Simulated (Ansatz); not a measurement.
**Lattice dynamics of LiZrAgN2 (built on the sites of a database entry of Li2ZrN2)**

Wanted: vibrations and spectra of LiZrAgN2 (built on the sites of a database entry of Li2ZrN2); the cell is already relaxed. After the zone centre comes a 3×3×1 q mesh on a 9×9×4 k mesh.

Main program and level: Ansatz 0.2.0; DFT PBE+D3(BJ), scalar-relativistic, plane waves, PAW.

The structure was built from a prototype and need not be the compound's stable phase.

## (1) The starting structure

The structure is trigonal, space group P3m1 (No. 156). The conventional cell has a = 3.303 Å, b = 3.303 Å, c = 6.218 Å, α = 90.00°, β = 90.00°, γ = 120.00°. Nearest to Li lie 3 N at 2.03 Å. Ag has 4 N at 2.35 to 2.46 Å nearest. Nearest to Zr lie 6 N at 2.16 to 2.31 Å. Nearest to N lie 3 Zr at 2.16 Å and 3 Ag at 2.46 Å. Nearest to N lie 3 Li at 2.03 Å and 3 Zr at 2.31 Å and 1 Ag at 2.35 Å. Farther neighbours and most contacts between anions are not listed.

## (2) Linear response at the zone centre

The cell comes from relaxations at this level that are not shown. The zone centre comes first: it holds the modes that light can see, as far as symmetry allows. The response to a homogeneous field gives the Born charges and the dielectric tensor, and its change with displacement the Raman tensors.

File input.yaml:

```yaml
crystal:
  lattice:
    - [3.3031918924, -2.8408e-06, 0.0]
    - [-1.651593486, 2.8606495128, 0.0]
    - [0.0, 0.0, 6.2177585417]
  atoms:
    - { symbol: Li, position: [0.6666666667, 0.3333333333, 0.3311950047] }
    - { symbol: Ag, position: [0.3333333333, 0.6666666667, 0.5966040387] }
    - { symbol: Zr, position: [0.0, 0.0, 0.007696992] }
    - { symbol: "N", position: [0.6666666667, 0.3333333333, 0.846127427] }
    - { symbol: "N", position: [0.3333333333, 0.6666666667, 0.2183765376] }
kpoints:
  mp_grid: { grid: [9, 9, 4] }
hamiltonian:
  xc: pbe
  dispersion: d3bj
scf:
  occupations: { method: fixed }
output:
  eigenvalues: true
phonons:
  method: dfpt
  dielectric: true
  rigid_motions: translations
  raman: true
```

Run with:

```
$ ansatz run input.yaml --threads 8 --pin off --max-ram 14336MiB --backend cpu --events-out ev --progress --plain --runs-dir out
```

Numbers of over 12 decimals in the logs are rounded to 6 here.

The program printed:

```text
Engine: ansatz 0.2.0, aarch64-unknown-linux-gnu
Pseudopotentials: kind: paw
Pseudopotential: Li, paw, valence charge 3, recommended cutoff 420 eV (normal), Li.paw.azcp
Pseudopotential: Ag, paw, valence charge 19, recommended cutoff 420 eV (normal), Ag.paw.azcp
Pseudopotential: Zr, paw, valence charge 12, recommended cutoff 420 eV (normal), Zr.paw.azcp
Pseudopotential: N, paw, valence charge 5, recommended cutoff 420 eV (normal), N.paw.azcp
Functional definition: PBE
  parameter kappa = 0.804
  parameter beta = 0.066725
  exchange = pbe_x(kappa = kappa, mu = beta*pi^2/3)
  correlation = pbe_c(beta = beta)
Crystal: 5 atoms, lattice volume = 58.753 Å³
Basis set: ecut = 420 eV, 1161 PW (Γ), exchange–correlation on 48×48×90 points (8 copies of the dense FFT grid, shifted against one another)
Bands: 27, of which v1, the nominal top of the filled ones, is band 22 counted from 1 (21 counted from 0)
Symmetry: 6 space group operations
k-points: 95 of 324 (irreducible under 2 space group operations, time reversal used)
Non-local potential: Li, projectors of the file, l = 0: 3, l = 1: 2, l = 2: 1
Non-local potential: Ag, projectors of the file, l = 0: 3, l = 1: 2, l = 2: 2, l = 3: 1
Non-local potential: Zr, projectors of the file, l = 0: 3, l = 1: 2, l = 2: 2, l = 3: 2
Non-local potential: N, projectors of the file, l = 0: 2, l = 1: 2, l = 2: 1
PAW form: soft (Blöchl's): semilocal exchange-correlation on the pseudo side does not see the compensation charge
PAW one-centre angular grid: Li, 110 points (default); XC on 64 Gauss nodes
PAW one-centre angular grid: Ag, 590 points (default); XC on 64 Gauss nodes
PAW one-centre angular grid: Zr, 590 points (default); XC on 64 Gauss nodes
PAW one-centre angular grid: N, 110 points (default); XC on 64 Gauss nodes
Initial density: superposition of atomic densities (neutral atoms: chi_scale 0, normalization atom), corrected by the library's trained network
Initial wavefunctions: pseudopotential atomic-orbital guess
Functional: x = pbe(κ = 0.804, μ = 0.219515), c = pbe(β = 0.066725)
SCF iter   1: F=—  HF=-12752.168132 eV  |F-HF|=—  |Δ(HF+E_count)|=         —  Δρ=4.09e-3  dr2=2.07e-2  ethr=1.77e-3  ⟨swp⟩=4.0  Hψ=8066  notcnv=0  defer=169
preconditioner: auto → Resta (q_TF=auto, 2.600 Å⁻¹)  ε∞=5.6  [insulator: Δε(μ)=0.702 eV  Ē_g=12.770 eV  n_scr=22 (ndim 8)  ℏωp=27.4 eV  f_vac=0.000  ε∞_Penn≈5.6]
SCF iter   2: F=—  HF=-12752.165528 eV  |F-HF|=—  |Δ(HF+E_count)|=   2.60e-3  Δρ=2.16e-3  dr2=3.28e-3  ethr=4.71e-5  ⟨swp⟩=2.9  Hψ=4435  notcnv=0  defer=282
SCF iter   3: F=—  HF=-12752.164919 eV  |F-HF|=—  |Δ(HF+E_count)|=   6.09e-4  Δρ=9.03e-4  dr2=1.20e-3  ethr=7.46e-6  ⟨swp⟩=2.0  Hψ=3812  notcnv=0  defer=282
SCF iter   4: F=—  HF=-12752.164725 eV  |F-HF|=—  |Δ(HF+E_count)|=   1.94e-4  Δρ=3.50e-4  dr2=8.39e-5  ethr=2.73e-6  ⟨swp⟩=2.1  Hψ=3351  notcnv=0  defer=282
SCF iter   5: F=—  HF=-12752.164709 eV  |F-HF|=—  |Δ(HF+E_count)|=   1.55e-5  Δρ=1.52e-4  dr2=1.34e-5  ethr=1.91e-7  ⟨swp⟩=2.0  Hψ=3641  notcnv=0  defer=95
SCF iter   6: F=—  HF=-12752.164692 eV  |F-HF|=—  |Δ(HF+E_count)|=   1.69e-5  Δρ=4.70e-5  dr2=9.70e-7  ethr=3.06e-8  ⟨swp⟩=2.0  Hψ=3423  notcnv=0  defer=95
SCF iter   7: F=—  HF=-12752.164695 eV  |F-HF|=—  |Δ(HF+E_count)|=   3.14e-6  Δρ=2.88e-5  dr2=5.12e-7  ethr=2.20e-9  ⟨swp⟩=2.0  Hψ=3705  notcnv=0  defer=95
SCF iter   8: F=—  HF=-12752.164695 eV  |F-HF|=—  |Δ(HF+E_count)|=   6.99e-8  Δρ=5.74e-6  dr2=1.45e-8  ethr=1.16e-9  ⟨swp⟩=2.0  Hψ=3705  notcnv=0  defer=95
SCF iter   9: F=—  HF=-12752.164695 eV  |F-HF|=—  |Δ(HF+E_count)|=   1.44e-8  Δρ=1.28e-6  dr2=1.08e-9  ethr=3.28e-11  ⟨swp⟩=2.0  Hψ=3539  notcnv=0  defer=95
SCF iter  10: F=-12752.164695 eV  HF=-12752.164695 eV  |F-HF|=1.64e-11  |Δ(HF+E_count)|=  6.33e-10  Δρ=3.86e-7  dr2=9.33e-11  ethr=1.00e-12  ⟨swp⟩=9.2  Hψ=14846  notcnv=0
SCF 1 converged in 10 iterations: F = -12752.164695 eV  dr2 = 9.33e-11
  greatest PAW one-centre occupation: 1.000 electrons in one spin orbital (limit 2), on the Ag atom at site 1 (counted from 0), in its partial waves of l = 0
NSCF: frozen V_eff on 4 k-points
DFPT response loops at Γ: preconditioner auto → Resta (q_TF=auto, 2.600 Å⁻¹)  ε∞=9.0 (no band partly filled); β = 1.00, the filter's whole step (`scf.mixing.beta` (0.50) is not read by the response loops at its default; to damp them type it under 1.00, their step now; it binds the ground state too); Broyden in place of MSR1
── the response to a field inside a basis, on 16×16×8 k-points: an SCF that follows is theirs, and a resumed run solves both again ──
Bands: 23, of which v1, the nominal top of the filled ones, is band 22 counted from 1 (21 counted from 0)
k-points: 544
Initial density: handed on by an earlier stage of this run
Initial wavefunctions: pseudopotential atomic-orbital guess (no wavefunctions were taken with the density)
Eigensolver: Dense (544 Hₖ)
SCF iter   1: F=—  HF=-12752.155417 eV  |F-HF|=—  |Δ(HF+E_count)|=         —  Δρ=3.32e-4  dr2=9.67e-6  ethr=1.00e-1
preconditioner: auto → Resta (q_TF=auto, 2.600 Å⁻¹)  ε∞=7.3  [insulator: Δε(μ)=0.797 eV  Ē_g=10.932 eV  n_scr=22 (ndim 8)  ℏωp=27.4 eV  f_vac=0.000  ε∞_Penn≈7.3]
SCF iter   2: F=—  HF=-12752.155428 eV  |F-HF|=—  |Δ(HF+E_count)|=   1.05e-5  Δρ=1.72e-4  dr2=3.69e-6  ethr=2.20e-8
SCF iter   3: F=—  HF=-12752.155432 eV  |F-HF|=—  |Δ(HF+E_count)|=   4.43e-6  Δρ=4.73e-5  dr2=5.89e-7  ethr=8.39e-9
SCF iter   4: F=—  HF=-12752.155432 eV  |F-HF|=—  |Δ(HF+E_count)|=   3.82e-8  Δρ=5.87e-6  dr2=2.04e-8  ethr=1.34e-9
SCF iter   5: F=—  HF=-12752.155432 eV  |F-HF|=—  |Δ(HF+E_count)|=   3.43e-9  Δρ=2.77e-6  dr2=3.97e-9  ethr=4.64e-11
SCF iter   6: F=—  HF=-12752.155432 eV  |F-HF|=—  |Δ(HF+E_count)|=  4.18e-10  Δρ=6.12e-7  dr2=2.54e-10  ethr=9.02e-12
SCF iter   7: F=-12752.155432 eV  HF=-12752.155432 eV  |F-HF|=6.73e-11  |Δ(HF+E_count)|=  8.19e-11  Δρ=3.47e-7  dr2=8.49e-11  ethr=1.00e-12
SCF 1 converged in 7 iterations: F = -12752.155432 eV  dr2 = 8.49e-11
DFPT response loops at Γ: preconditioner auto → Resta (q_TF=auto, 2.600 Å⁻¹)  ε∞=8.7 (no band partly filled); β = 1.00, the filter's whole step (`scf.mixing.beta` (0.50) is not read by the response loops at its default; to damp them type it under 1.00, their step now; it binds the ground state too); Broyden in place of MSR1
DFPT response loops at Γ: mixed as the last ones told, above
WARN: field response: ε∞ stands inside a basis, on 16×16×8 points; the force constants stand on the 9×9×4 k-mesh, whose period is 9.61 times the interband length at k = (0.0000, 0.0000, 0.0000), direct gap 0.746 eV, under 14: take them and everything formed from them as unconverged, and compare with a denser kpoints.mp_grid
SCF converged after 10 iterations
Free energy (F): -12752.164695 eV
Harris-Foulkes:  -12752.164695 eV  (|F-HF|=1.64e-11)
Internal energy: -12752.164695 eV  (E = F + TS)
E sigma→0 (E₀):  -12752.164695 eV
Fermi energy:    12.800593 eV
--- Per-component energies (eV) ---
  E_band       = -409.474589
  E_kinetic    = 1147.433909
  E_local      = -3725.432051  (includes V_loc(G=0)·N_el)
  E_nonlocal   = 216.271026
  E_hartree    = 1545.020588
  E_xc         = -480.026757
  E_vxc        = -595.844452  (∫ρ·V_xc dr)
  E_paw        = -7130.922261  (= ΣΔE_a)
  E_vpaw       = -541.944899  (= ΣTr[D̂ρ^β])
  E_aug_tail   = 0.000536  (compensation charges beyond the density's cutoff)
  E_ewald      = -4322.639253
  E_disp       = -1.870432  (pairwise vdW)
  E_smearing   = -0.000000  (= −TS)
  E_closure    = -0.000000  (closes the sum)
  Σ components = -12752.164695   (vs F -12752.164695, Δ=0.00e0)
--- Band table (eV; the first three rows and the last of 95) ---
  k-point 0: bands = [... 18 lower, 9.8857, 11.6538, 12.8006, 12.8006, 13.5469, 15.5885, 15.5885, 16.6403, ... 1 higher]
  k-point 1: bands = [... 18 lower, 10.0920, 10.6842, 12.6463, 12.6463, 14.5843, 15.5933, 15.5933, 16.7354, ... 1 higher]
  k-point 2: bands = [... 18 lower, 10.2908, 10.2908, 12.4758, 12.4758, 15.4646, 15.6009, 15.6009, 16.9242, ... 1 higher]
  k-point 94: bands = [... 18 lower, 10.2747, 11.0705, 11.8288, 12.0920, 14.8447, 16.1898, 16.8862, 17.7394, ... 1 higher]
--- Phonons (Γ-DFPT): 10 representative perturbations + reference, on 95 of 324 k-points (Σ response iterations 36) ---
  k mesh reduced under 2 symmetry operations, with k and −k counted as one. Each operation leaves every solved perturbation unchanged. A smaller set is not considered because the run solves the response to a homogeneous field
  ASR residual: 8.437e-5 → 0.000e0 eV/Å²; symmetrization residual: 2.011e-4 eV/Å²
  pairwise dispersion correction: d3bj (s6 = 1.0, s8 = 0.7875, a1 = 0.4289, a2_bohr = 4.4407), with the weights of each atom's references fixed at the reference crystal's, and the forces and stress that the weights' published response gives there kept as a pressure on the atom's counted neighbours (hamiltonian.dispersion)
  ASR residual per site (eV/Å²): 6.68e-5 8.44e-5 7.49e-5 8.23e-5 3.48e-5
  Γ frequencies (cm⁻¹): 0.00 0.00 0.00 68.48 68.48 177.26 250.59 250.59 416.40 439.32 439.32 492.88 518.42 518.42 594.54
  ε∞ (high-frequency dielectric tensor):
        9.829511     0.000000     0.000000
        0.000000     9.829511     0.000000
        0.000000     0.000000    11.386089
  ε⁰ (static dielectric tensor: ions relaxed, cell fixed):
       31.830483     0.000000     0.000000
        0.000000    31.830483     0.000000
        0.000000     0.000000    21.118592
  ε⁰ − ε∞ (ionic part):
       22.000972     0.000000     0.000000
        0.000000    22.000972     0.000000
        0.000000     0.000000     9.732503
  softest optical mode at Γ: 68.48 cm⁻¹; the repairs (sum rule, projections) moved no ω² at Γ by more than (10.99 cm⁻¹)²
  Born effective charges Z* (e; rows j = field, columns β = displacement):
    site 0:
         0.78077   -0.00000    0.00000
        -0.00000    0.78077   -0.00000
         0.00000   -0.00000    1.18088
    site 1:
         0.69143    0.00000    0.00000
        -0.00000    0.69143   -0.00000
         0.00000   -0.00000    1.44488
    site 2:
         5.99846    0.00000    0.00000
         0.00000    5.99846    0.00000
         0.00000    0.00000    3.69058
    site 3:
        -4.19209   -0.00000   -0.00000
        -0.00000   -4.19209   -0.00000
        -0.00000   -0.00000   -3.06059
    site 4:
        -3.27856   -0.00000   -0.00000
        -0.00000   -3.27856   -0.00000
        -0.00000   -0.00000   -3.25576
  Z* charge neutrality: 3.753e-3 e pre-enforcement
  solved inside a basis spanned on kpoints, on 16×16×8 k-points transformed towards the longest dipole: ε∞ is read to err by 4.0e-2, Z* by 3.2e-2 e (field_mesh: kpoints solves on kpoints); Z* is corrected for what the basis lacks
  Raman tensors (in the event stream and the table raman_tensors.tsv): an entry may err by 1.6e-1 Å², one of the second-order susceptibility by 3.8e-1 pm/V (basis, points and sum rule); their sum over the sites missed zero by 4.236e-4 Å² ahead of its enforcement
  optical modes at Γ without the LO–TO term, one row a degenerate level:
      ω (cm⁻¹)  modes    IR ((D/Å)²/amu)  static Raman (Å⁴/amu)  depolarisation
         68.48      2             0.1237                 5.1012           0.750
        177.26      1             1.2329               201.9547           0.145
        250.59      2            55.3343               736.3513           0.750
        416.40      1            38.8700              2432.0194           0.225
        439.32      2            54.9154               182.8515           0.750
        492.88      1             0.7546                93.8603           0.451
        518.42      2             5.3838               861.7522           0.750
        594.54      1             0.5571               597.5242           0.111
  optical modes at Γ + LO–TO along q̂ = [1.0000, 0.0000, 0.0000]:
      ω (cm⁻¹)  modes    IR ((D/Å)²/amu)  static Raman (Å⁴/amu)  depolarisation
         68.48      1             0.0618                 2.5506           0.750
         68.98      1             0.0055                 2.6213           0.750
        177.26      1             1.2329               201.9547           0.145
        250.59      1            27.6672               368.1756           0.750
        328.82      1             4.2166               570.4096           0.750
        416.40      1            38.8700              2432.0194           0.225
        439.32      1            27.4577                91.4258           0.750
        492.88      1             0.7546                93.8603           0.451
        509.21      1             1.9797               374.2306           0.750
        518.42      1             2.6919               430.8761           0.750
        594.54      1             0.5571               597.5242           0.111
        608.96      1            51.6767               725.0500           0.750
  optical modes at Γ + LO–TO along q̂ = [0.0000, 1.0000, 0.0000]:
      ω (cm⁻¹)  modes    IR ((D/Å)²/amu)  static Raman (Å⁴/amu)  depolarisation
         68.48      1             0.0618                 2.5506           0.750
         68.98      1             0.0055                 2.6213           0.750
        177.26      1             1.2329               201.9547           0.145
        250.59      1            27.6672               368.1756           0.750
        328.82      1             4.2166               570.4096           0.750
        416.40      1            38.8700              2432.0194           0.225
        439.32      1            27.4577                91.4258           0.750
        492.88      1             0.7546                93.8603           0.451
        509.21      1             1.9797               374.2306           0.750
        518.42      1             2.6919               430.8761           0.750
        594.54      1             0.5571               597.5242           0.111
        608.96      1            51.6767               725.0500           0.750
  optical modes at Γ + LO–TO along q̂ = [0.0000, 0.0000, 1.0000]:
      ω (cm⁻¹)  modes    IR ((D/Å)²/amu)  static Raman (Å⁴/amu)  depolarisation
         68.48      2             0.1237                 5.1012           0.750
        183.00      1             0.3381               144.3536           0.092
        250.59      2            55.3343               736.3513           0.750
        439.32      2            54.9154               182.8515           0.750
        490.03      1             0.9352               658.5984           0.251
        518.42      2             5.3838               861.7522           0.750
        547.96      1            34.4196              3116.7771           0.119
        599.48      1             5.7216              1903.3618           0.105
```

Run time: 13 min. Hardware: 8 threads of Arm Neoverse V2, shared host; peak memory 5.4 GiB; 1.7 h of CPU time.

Reading the cycles: dr2 is the Hartree energy of the density residual (eV), the measure of convergence; HF is the Harris–Foulkes estimate of the energy, which meets the free energy F at convergence.

This step gave:

```
gap on the k-mesh                                       : 0.7463 eV
volume per atom                                         : 11.75 Å³
sum-rule residual before enforcement                    : 8.44e-5 eV/Å²
miss of the charge sum rule                             : 0.003753 e
estimated error of the dielectric tensor                : 0.03991
estimated error of the Born charges                     : 0.03203 e
point group                                             : 3m
highest optical mode at the zone centre (no LO-TO term) : 594.5 cm⁻¹
lowest optical zone-centre mode                         : 68.48 cm⁻¹
mean high-frequency dielectric constant                 : 10.35
largest Born charge (third of the trace)                : 5.229 e
mean static dielectric constant                         : 28.26
top of the zone-centre spectrum with the field          : 609.0 cm⁻¹
```

Without the LO-TO term. Patterns of degenerate modes are one choice out of their space. Modes at Γ, with each element's share of the kinetic energy:

| mode | frequency (cm⁻¹) | symmetry | Li % | Ag % | Zr % | N % |
| --- | --- | --- | --- | --- | --- | --- |
| 1 | 0.0 | acoustic | 3 | 46 | 39 | 12 |
| 2 | 0.0 | acoustic | 3 | 46 | 39 | 12 |
| 3 | 0.0 | acoustic | 3 | 46 | 39 | 12 |
| 4 | 68.5 | E | 0 | 52 | 42 | 5 |
| 5 | 68.5 | E | 0 | 52 | 42 | 5 |
| 6 | 177.3 | A1 | 0 | 53 | 35 | 11 |
| 7 | 250.6 | E | 17 | 1 | 15 | 66 |
| 8 | 250.6 | E | 17 | 1 | 15 | 66 |
| 9 | 416.4 | A1 | 3 | 0 | 20 | 77 |
| 10 | 439.3 | E | 20 | 0 | 3 | 77 |
| 11 | 439.3 | E | 20 | 0 | 3 | 77 |
| 12 | 492.9 | A1 | 66 | 0 | 4 | 30 |
| 13 | 518.4 | E | 60 | 0 | 1 | 39 |
| 14 | 518.4 | E | 60 | 0 | 1 | 39 |
| 15 | 594.5 | A1 | 27 | 0 | 2 | 71 |

Displacements in mode 5 (68.5 cm⁻¹), the largest set to 1:
```
Li1  0.00 -0.30  0.00
Ag2 -0.01  1.00  0.00
Zr3  0.01 -0.97  0.00
N4   0.01 -0.73  0.00
N5   0.01 -0.48  0.00
```

Displacements in mode 12 (492.9 cm⁻¹), the largest set to 1:
```
Li1  0.00  0.00  1.00
Ag2  0.00  0.00 -0.02
Zr3  0.00  0.00 -0.07
N4   0.00  0.00 -0.29
N5   0.00  0.00  0.37
```

Optical modes at the zone centre, without and with the macroscopic field of the longitudinal modes; each column is sorted by frequency, so a row need not hold one and the same mode. Modes with and without the field, by row:

| rank among optical modes | no field (cm⁻¹) | q along (1, 0, 0) (cm⁻¹) | q along (0, 0, 1) (cm⁻¹) |
| --- | --- | --- | --- |
| 1 | 68.5 | 68.5 | 68.5 |
| 2 | 68.5 | 69 | 68.5 |
| 3 | 177.3 | 177.3 | 183 |
| 4 | 250.6 | 250.6 | 250.6 |
| 5 | 250.6 | 328.8 | 250.6 |
| 6 | 416.4 | 416.4 | 439.3 |
| 7 | 439.3 | 439.3 | 439.3 |
| 8 | 439.3 | 492.9 | 490 |
| 9 | 492.9 | 509.2 | 518.4 |
| 10 | 518.4 | 518.4 | 518.4 |
| 11 | 518.4 | 594.5 | 548 |
| 12 | 594.5 | 609 | 599.5 |

Born charge (rows field, columns displacement) (e), principal values of the symmetric part by kind of site:

| atom | atoms with these values | low | middle | high | mean |
| --- | --- | --- | --- | --- | --- |
| Li1 | 1 | 0.78 | 0.78 | 1.18 | 0.91 |
| Ag2 | 1 | 0.69 | 0.69 | 1.44 | 0.94 |
| Zr3 | 1 | 3.69 | 6.00 | 6.00 | 5.23 |
| N4 | 1 | -4.19 | -4.19 | -3.06 | -3.81 |
| N5 | 1 | -3.28 | -3.28 | -3.26 | -3.27 |

In full for Zr3:

```
6.00 0.00 0.00
0.00 6.00 0.00
0.00 0.00 3.69
```

High-frequency dielectric tensor:

```
 9.83  0.00  0.00
 0.00  9.83  0.00
 0.00  0.00 11.39
```

Static dielectric tensor (ions relaxed, fixed cell):

```
31.83  0.00  0.00
 0.00 31.83  0.00
 0.00  0.00 21.12
```

Transverse modes. Lines of the infrared spectrum (strongest = 100):

| position (cm⁻¹) | label | relative intensity |
| --- | --- | --- |
| 68 | E | 0.2 |
| 177 | A1 | 2.2 |
| 251 | E | 100 |
| 416 | A1 | 70 |
| 439 | E | 99 |
| 493 | A1 | 1.4 |
| 518 | E | 10 |
| 594 | A1 | 1.0 |

Activity x (w_L - w)^4 (n + 1)/w, 532 nm, 300 K; the tensors are static ones, while 532 nm light lies above the computed direct gap, where resonance would change the heights; modes without the macroscopic field alone. Raman lines, with heights relative to the strongest:

| position (cm⁻¹) | label | relative intensity |
| --- | --- | --- |
| 68 | E | 4.2 |
| 177 | A1 | 31 |
| 251 | E | 64 |
| 416 | A1 | 100 |
| 439 | E | 7.0 |
| 493 | A1 | 3.1 |
| 518 | E | 26 |
| 594 | A1 | 15 |

Static second-order susceptibility (pm/V), twice the coefficient d of second-harmonic generation. Second order susceptibility, by row:

| field along | xx | yy | zz | yz | xz | xy |
| --- | --- | --- | --- | --- | --- | --- |
| x | 0 | 0 | 0 | 0 | -85.61 | -41.55 |
| y | -41.55 | 41.55 | 0 | -85.61 | 0 | 0 |
| z | -85.61 | -85.61 | -122.2 | 0 | 0 | 0 |

Before it was imposed, the acoustic sum rule was missed by 8.4e-5 eV/Å² and the charge sum rule by 0.0038 e. Small misses are needed for a sound result but don't prove that mesh and cutoff are converged. The lowest optical mode is real, 68.5 cm⁻¹.

The log warns of the k mesh: “the force constants stand on the 9×9×4 k-mesh, whose period is 9.61 times the interband length at k = (0.0000, 0.0000, 0.0000), direct gap 0.746 eV, under 14: take them and everything formed from them as unconverged”.

[end of part 1 of 2]

[Logs are printed without paths, hosts, clocks, repeated set-up lines and the standing remarks that a program may print on its own settings, such as how far it seeks lower states.]

[Hosts, paths, dates, database ids (printed as entryN), source tags and the programs' standing remarks are cut or masked in the printed files.]
